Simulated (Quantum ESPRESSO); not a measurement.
# O on hollow sites of W(110): a series in the coverage, part 5 of 9

Wanted: a table for O on hollow sites of W(110) against the coverage, and what can be fitted to it.

Quantum ESPRESSO 7.5; plane-wave DFT, PBE, GBRV ultrasoft pseudopotentials.

So far. Step 6 (Self-consistent run, 0 ML): The vacuum levels are read from the outermost 0.7 Å of the cell on either side. Step 6 (Self-consistent run, 0 ML): Inside the slab this potential holds the local part of the pseudopotentials, which can be repulsive at the nuclei; only its value in the vacuum has a meaning of its own.

## Step 7: Relaxation with pw.x, 0.1111 ML

System of this step: W(110), 3 layers, 9 sites a cell, 1 O on hollow sites. The cell holds 28 atoms: 27 W and 1 O. Its edges and angles: a = 8.267 Å, b = 8.267 Å, c = 20.310 Å, α = 90.0°, β = 90.0°, γ = 70.5°. It derives from W. Vacuum lies along c.

File m1.relax.in:

```
&control
  prefix = 'm1.relax'
  outdir = './out'
  pseudo_dir = './pseudo'
  nstep = 70
  forc_conv_thr = 0.0015
  calculation = 'relax'
/
&system
  ibrav = 0
  nat = 28
  ntyp = 2
  ecutwfc = 40
  ecutrho = 200
  occupations = 'smearing'
  smearing = 'mv'
  degauss = 0.02
/
&electrons
  conv_thr = 1e-07
  mixing_beta = 0.3
  electron_maxstep = 120
  mixing_mode = 'local-TF'
/
&ions
/
ATOMIC_SPECIES
  W   183.8400  w_pbe_v1.2.uspp.F.UPF
  O   15.9990  o_pbe_v1.2.uspp.F.UPF
CELL_PARAMETERS angstrom
  6.75035572136698 -4.77322230600000 0.00000000000000
  6.75035572136698 4.77322230600000 0.00000000000000
  0.00000000000000 0.00000000000000 20.31019709156372
ATOMIC_POSITIONS crystal
  W   0.886666666700 0.886666666700 0.347070116820 0 0 0
  W   0.886666666700 0.220000000000 0.347070116820 0 0 0
  W   0.886666666700 0.553333333300 0.347070116820 0 0 0
  W   0.220000000000 0.886666666700 0.347070116820 0 0 0
  W   0.220000000000 0.220000000000 0.347070116820 0 0 0
  W   0.220000000000 0.553333333300 0.347070116820 0 0 0
  W   0.553333333300 0.886666666700 0.347070116820 0 0 0
  W   0.553333333300 0.220000000000 0.347070116820 0 0 0
  W   0.553333333300 0.553333333300 0.347070116820 0 0 0
  W   0.053333333300 0.053333333300 0.457857745500 0 0 0
  W   0.053333333300 0.386666666700 0.457857745500 0 0 0
  W   0.053333333300 0.720000000000 0.457857745500 0 0 0
  W   0.386666666700 0.053333333300 0.457857745500 0 0 0
  W   0.386666666700 0.386666666700 0.457857745500 0 0 0
  W   0.386666666700 0.720000000000 0.457857745500 0 0 0
  W   0.720000000000 0.053333333300 0.457857745500 0 0 0
  W   0.720000000000 0.386666666700 0.457857745500 0 0 0
  W   0.720000000000 0.720000000000 0.457857745500 0 0 0
  W   0.886666666700 0.886666666700 0.568645374180
  W   0.886666666700 0.220000000000 0.568645374180
  W   0.886666666700 0.553333333300 0.568645374180
  W   0.220000000000 0.886666666700 0.568645374180
  W   0.220000000000 0.220000000000 0.568645374180
  W   0.220000000000 0.553333333300 0.568645374180
  W   0.553333333300 0.886666666700 0.568645374180
  W   0.553333333300 0.220000000000 0.568645374180
  W   0.553333333300 0.553333333300 0.568645374180
  O   0.000000000000 0.000000000000 0.652929883180
K_POINTS automatic
  3 3 1 0 0 0
```

Launch:

```sh
OMP_NUM_THREADS=1 mpirun -n 8 pw.x -nk 1 -in m1.relax.in > m1.relax.out
```

The log of the run:

```text
[banner, memory and clock lines left out]
Program PWSCF v.7.5 starts
[...]
Message from routine setup:
[...]
number of electrons       =       384.00
     number of Kohn-Sham states=          230
     kinetic-energy cutoff     =      40.0000  Ry
     charge density cutoff     =     200.0000  Ry
[...]
number of k points=     4  Marzari-Vanderbilt smearing, width (Ry)=  0.0200
[...]
Dense  grid:   421977 G-vectors     FFT dimensions: (  72,  72, 180)
[...]
negative rho (up, down):  1.713E+00 0.000E+00
     Starting wfcs are  355 randomized atomic wfcs
[...]
negative rho (up, down):  1.708E+00 0.000E+00
[...]
estimated scf accuracy    <       4.17586212 Ry
[...]
negative rho (up, down):  1.709E+00 0.000E+00
[...]
estimated scf accuracy    <       2.57789919 Ry
[...]
negative rho (up, down):  1.732E+00 0.000E+00
[...]
estimated scf accuracy    <       0.39693273 Ry
[...]
negative rho (up, down):  1.745E+00 0.000E+00
[...]
estimated scf accuracy    <       0.20843157 Ry
[...]
negative rho (up, down):  1.761E+00 0.000E+00
[...]
estimated scf accuracy    <       0.05379354 Ry
[...]
negative rho (up, down):  1.776E+00 0.000E+00
[...]
estimated scf accuracy    <       0.04826634 Ry
[...]
negative rho (up, down):  1.776E+00 0.000E+00
[...]
estimated scf accuracy    <       0.02008218 Ry
[...]
negative rho (up, down):  1.768E+00 0.000E+00
[...]
estimated scf accuracy    <       0.02536104 Ry
[...]
negative rho (up, down):  1.758E+00 0.000E+00
[...]
estimated scf accuracy    <       0.01549787 Ry
[...]
negative rho (up, down):  1.757E+00 0.000E+00
[...]
estimated scf accuracy    <       0.00751740 Ry
[...]
negative rho (up, down):  1.761E+00 0.000E+00
[...]
estimated scf accuracy    <       0.00231339 Ry
[...]
negative rho (up, down):  1.763E+00 0.000E+00
[...]
estimated scf accuracy    <       0.00088367 Ry
[...]
negative rho (up, down):  1.766E+00 0.000E+00
[...]
estimated scf accuracy    <       0.00053041 Ry
[...]
negative rho (up, down):  1.768E+00 0.000E+00
[...]
estimated scf accuracy    <       0.00007876 Ry
[...]
negative rho (up, down):  1.768E+00 0.000E+00
[...]
estimated scf accuracy    <       0.00016627 Ry
[...]
negative rho (up, down):  1.768E+00 0.000E+00
[...]
estimated scf accuracy    <       0.00001364 Ry
[...]
negative rho (up, down):  1.768E+00 0.000E+00
[...]
estimated scf accuracy    <       0.00000091 Ry
[...]
negative rho (up, down):  1.768E+00 0.000E+00
[...]
estimated scf accuracy    <       0.00000083 Ry
[...]
negative rho (up, down):  1.768E+00 0.000E+00
[...]
estimated scf accuracy    <       0.00000030 Ry
[...]
negative rho (up, down):  1.768E+00 0.000E+00
[...]
estimated scf accuracy    <       0.00000021 Ry
[...]
negative rho (up, down):  1.768E+00 0.000E+00
[...]
the Fermi energy is     4.1641 ev
!    total energy              =   -4327.05348797 Ry
     estimated scf accuracy    <       0.00000002 Ry
     smearing contrib. (-TS)   =      -0.00271096 Ry
     internal energy E=F+TS    =   -4327.05077701 Ry
[...]
one-electron contribution =  -23625.64484895 Ry
     hartree contribution      =   11790.11660062 Ry
     xc contribution           =   -1117.46661928 Ry
     ewald contribution        =    8625.94409060 Ry
     convergence has been achieved in  21 iterations
     negative rho (up, down):  1.768E+00 0.000E+00
[...]
Total force =     0.216020     Total SCF correction =     0.000249
[...]
negative rho (up, down):  1.776E+00 0.000E+00
[...]
negative rho (up, down):  1.776E+00 0.000E+00
[...]
estimated scf accuracy    <       0.00785840 Ry
[...]
negative rho (up, down):  1.775E+00 0.000E+00
[...]
estimated scf accuracy    <       0.00364118 Ry
[...]
negative rho (up, down):  1.775E+00 0.000E+00
[...]
estimated scf accuracy    <       0.00097921 Ry
[...]
negative rho (up, down):  1.775E+00 0.000E+00
[...]
estimated scf accuracy    <       0.00018551 Ry
[...]
negative rho (up, down):  1.775E+00 0.000E+00
[...]
estimated scf accuracy    <       0.00006401 Ry
[...]
negative rho (up, down):  1.775E+00 0.000E+00
[...]
estimated scf accuracy    <       0.00002601 Ry
[...]
negative rho (up, down):  1.775E+00 0.000E+00
[...]
estimated scf accuracy    <       0.00002257 Ry
[...]
negative rho (up, down):  1.775E+00 0.000E+00
[...]
estimated scf accuracy    <       0.00000485 Ry
[...]
negative rho (up, down):  1.776E+00 0.000E+00
[...]
estimated scf accuracy    <       0.00000174 Ry
[...]
negative rho (up, down):  1.776E+00 0.000E+00
[...]
estimated scf accuracy    <       0.00000107 Ry
[...]
negative rho (up, down):  1.776E+00 0.000E+00
[...]
estimated scf accuracy    <       0.00000041 Ry
[...]
negative rho (up, down):  1.776E+00 0.000E+00
[...]
estimated scf accuracy    <       0.00000018 Ry
[...]
negative rho (up, down):  1.776E+00 0.000E+00
[...]
the Fermi energy is     4.1961 ev
!    total energy              =   -4327.09614300 Ry
     estimated scf accuracy    <       0.00000003 Ry
     smearing contrib. (-TS)   =      -0.00273032 Ry
     internal energy E=F+TS    =   -4327.09341268 Ry
[...]
one-electron contribution =  -23661.02491759 Ry
     hartree contribution      =   11808.15834668 Ry
     xc contribution           =   -1117.54821199 Ry
     ewald contribution        =    8643.32137022 Ry
     convergence has been achieved in  13 iterations
     negative rho (up, down):  1.776E+00 0.000E+00
[...]
Total force =     0.176668     Total SCF correction =     0.000270
[...]
WARNING: bfgs curvature condition failed, Theta= 0.983
[...]
negative rho (up, down):  1.790E+00 0.000E+00
[...]
negative rho (up, down):  1.790E+00 0.000E+00
[...]
estimated scf accuracy    <       0.00946307 Ry
[...]
negative rho (up, down):  1.790E+00 0.000E+00
[...]
estimated scf accuracy    <       0.00440565 Ry
[...]
negative rho (up, down):  1.789E+00 0.000E+00
[...]
estimated scf accuracy    <       0.00111315 Ry
[...]
negative rho (up, down):  1.789E+00 0.000E+00
[...]
estimated scf accuracy    <       0.00023537 Ry
[...]
negative rho (up, down):  1.789E+00 0.000E+00
[...]
estimated scf accuracy    <       0.00007158 Ry
[...]
negative rho (up, down):  1.789E+00 0.000E+00
[...]
estimated scf accuracy    <       0.00003103 Ry
[...]
negative rho (up, down):  1.789E+00 0.000E+00
[...]
estimated scf accuracy    <       0.00002540 Ry
[...]
negative rho (up, down):  1.790E+00 0.000E+00
[...]
estimated scf accuracy    <       0.00000512 Ry
[...]
negative rho (up, down):  1.790E+00 0.000E+00
[...]
estimated scf accuracy    <       0.00000210 Ry
[...]
negative rho (up, down):  1.790E+00 0.000E+00
[...]
estimated scf accuracy    <       0.00000085 Ry
[...]
negative rho (up, down):  1.790E+00 0.000E+00
[...]
estimated scf accuracy    <       0.00000024 Ry
[...]
negative rho (up, down):  1.790E+00 0.000E+00
[...]
the Fermi energy is     4.2294 ev
!    total energy              =   -4327.12976312 Ry
     estimated scf accuracy    <       0.00000009 Ry
     smearing contrib. (-TS)   =      -0.00256015 Ry
     internal energy E=F+TS    =   -4327.12720296 Ry
[...]
one-electron contribution =  -23706.13134146 Ry
     hartree contribution      =   11831.07984445 Ry
     xc contribution           =   -1117.65869923 Ry
     ewald contribution        =    8665.58299328 Ry
     convergence has been achieved in  12 iterations
     negative rho (up, down):  1.790E+00 0.000E+00
[...]
Total force =     0.119550     Total SCF correction =     0.000473
[...]
negative rho (up, down):  1.788E+00 0.000E+00
[...]
negative rho (up, down):  1.788E+00 0.000E+00
[...]
estimated scf accuracy    <       0.02384995 Ry
[...]
negative rho (up, down):  1.788E+00 0.000E+00
[...]
estimated scf accuracy    <       0.01076867 Ry
[...]
negative rho (up, down):  1.787E+00 0.000E+00
[...]
estimated scf accuracy    <       0.00217373 Ry
[...]
negative rho (up, down):  1.787E+00 0.000E+00
[...]
estimated scf accuracy    <       0.00044594 Ry
[...]
negative rho (up, down):  1.787E+00 0.000E+00
[...]
estimated scf accuracy    <       0.00014538 Ry
[...]
negative rho (up, down):  1.787E+00 0.000E+00
[...]
estimated scf accuracy    <       0.00004599 Ry
[...]
negative rho (up, down):  1.787E+00 0.000E+00
[...]
estimated scf accuracy    <       0.00003711 Ry
[...]
negative rho (up, down):  1.787E+00 0.000E+00
[...]
estimated scf accuracy    <       0.00000910 Ry
[...]
negative rho (up, down):  1.788E+00 0.000E+00
[...]
estimated scf accuracy    <       0.00000732 Ry
[...]
negative rho (up, down):  1.788E+00 0.000E+00
[...]
estimated scf accuracy    <       0.00000215 Ry
[...]
negative rho (up, down):  1.789E+00 0.000E+00
[...]
estimated scf accuracy    <       0.00000079 Ry
[...]
negative rho (up, down):  1.789E+00 0.000E+00
[...]
estimated scf accuracy    <       0.00000020 Ry
[...]
negative rho (up, down):  1.789E+00 0.000E+00
[...]
estimated scf accuracy    <       0.00000008 Ry
[...]
negative rho (up, down):  1.789E+00 0.000E+00
[...]
the Fermi energy is     4.2726 ev
!    total energy              =   -4327.15189650 Ry
     estimated scf accuracy    <       0.00000002 Ry
     smearing contrib. (-TS)   =      -0.00206736 Ry
     internal energy E=F+TS    =   -4327.14982915 Ry
[...]
one-electron contribution =  -23793.55583076 Ry
     hartree contribution      =   11875.30124271 Ry
     xc contribution           =   -1117.86390095 Ry
     ewald contribution        =    8708.96865985 Ry
     convergence has been achieved in  14 iterations
     negative rho (up, down):  1.789E+00 0.000E+00
[...]
Total force =     0.085019     Total SCF correction =     0.000306
[...]
negative rho (up, down):  1.783E+00 0.000E+00
[...]
negative rho (up, down):  1.783E+00 0.000E+00
[...]
estimated scf accuracy    <       0.00484515 Ry
[...]
negative rho (up, down):  1.783E+00 0.000E+00
[...]
estimated scf accuracy    <       0.00188953 Ry
[...]
negative rho (up, down):  1.783E+00 0.000E+00
[...]
estimated scf accuracy    <       0.00020984 Ry
[...]
negative rho (up, down):  1.783E+00 0.000E+00
[...]
estimated scf accuracy    <       0.00006523 Ry
[...]
negative rho (up, down):  1.783E+00 0.000E+00
[...]
estimated scf accuracy    <       0.00001350 Ry
[...]
negative rho (up, down):  1.783E+00 0.000E+00
[...]
estimated scf accuracy    <       0.00000388 Ry
[...]
negative rho (up, down):  1.783E+00 0.000E+00
[...]
estimated scf accuracy    <       0.00000499 Ry
[...]
negative rho (up, down):  1.783E+00 0.000E+00
[...]
estimated scf accuracy    <       0.00000078 Ry
[...]
negative rho (up, down):  1.783E+00 0.000E+00
[...]
estimated scf accuracy    <       0.00000038 Ry
[...]
negative rho (up, down):  1.783E+00 0.000E+00
[...]
estimated scf accuracy    <       0.00000014 Ry
[...]
negative rho (up, down):  1.783E+00 0.000E+00
[...]
estimated scf accuracy    <       0.00000008 Ry
[...]
negative rho (up, down):  1.783E+00 0.000E+00
[...]
the Fermi energy is     4.2899 ev
!    total energy              =   -4327.17186478 Ry
     estimated scf accuracy    <          8.8E-10 Ry
     smearing contrib. (-TS)   =      -0.00111780 Ry
     internal energy E=F+TS    =   -4327.17074698 Ry
[...]
one-electron contribution =  -24047.02888835 Ry
     hartree contribution      =   12002.41310481 Ry
     xc contribution           =   -1118.19492739 Ry
     ewald contribution        =    8835.63996395 Ry
     convergence has been achieved in   9 iterations
     negative rho (up, down):  1.770E+00 0.000E+00
[...]
Total force =     0.005824     Total SCF correction =     0.000094
[...]
negative rho (up, down):  1.771E+00 0.000E+00
[...]
negative rho (up, down):  1.771E+00 0.000E+00
[...]
estimated scf accuracy    <       0.00009284 Ry
[...]
negative rho (up, down):  1.771E+00 0.000E+00
[...]
estimated scf accuracy    <       0.00003527 Ry
[...]
negative rho (up, down):  1.771E+00 0.000E+00
[...]
estimated scf accuracy    <       0.00000429 Ry
[...]
negative rho (up, down):  1.771E+00 0.000E+00
[...]
estimated scf accuracy    <       0.00000126 Ry
[...]
negative rho (up, down):  1.771E+00 0.000E+00
[...]
estimated scf accuracy    <       0.00000014 Ry
[...]
negative rho (up, down):  1.771E+00 0.000E+00
[...]
estimated scf accuracy    <       0.00000002 Ry
[...]
negative rho (up, down):  1.771E+00 0.000E+00
[...]
estimated scf accuracy    <          9.1E-09 Ry
[...]
negative rho (up, down):  1.771E+00 0.000E+00
[...]
```

Elapsed: 82 min, on 8 MPI ranks of Arm Neoverse V1, shared host; peak memory 4.5 GiB.

Step by step:

```tsv
step	energy less that of the first step (eV)	largest force (eV/Å)
1	0.0000	4.5552
2	-0.5804	3.9164
3	-1.0378	2.7641
4	-1.3389	1.7907
5	-1.4286	1.4267
6	-1.5123	0.8727
7	-1.5766	0.4481
8	-1.5915	0.4420
9	-1.6044	0.3157
10	-1.6082	0.1404
11	-1.6097	0.0805
12	-1.6106	0.0784
13	-1.6114	0.0768
14	-1.6118	0.0592
15	-1.6120	0.0461
16	-1.6123	0.0546
17	-1.6125	0.0379
```

The atoms that moved most (Å):

```tsv
atom	dx	dy	dz	length
O28	0.105	0.000	-0.542	0.552
W23	0.081	0.000	-0.085	0.117
W27	0.015	0.000	-0.086	0.087
W26	0.011	0.003	-0.082	0.083
W24	0.011	-0.003	-0.082	0.083
W25	0.008	0.003	-0.074	0.074
W21	0.008	-0.003	-0.074	0.074
W19	-0.043	0.000	-0.049	0.065
```

The relaxation lowers the energy by 58 meV an atom. On the free atoms the largest force ends at 0.038 eV/Å.

Numbers from this step:

```
free energy  : -58874.1744 eV
Fermi energy : 4.291 eV
```

[end of part 5 of 9]

[Logs are printed without paths, hosts, clocks, repeated set-up lines and the standing remarks that a program may print on its own settings, such as how far it seeks lower states.]

[Hosts, paths, dates, database ids (printed as entryN), source tags and the programs' standing remarks are cut or masked in the printed files.]

[Maps of the electrostatic potential energy from Ansatz leave out the sawtooth potential of an applied field or a dipole correction, so their vacuum need not be flat; planar profiles and work functions include it.]
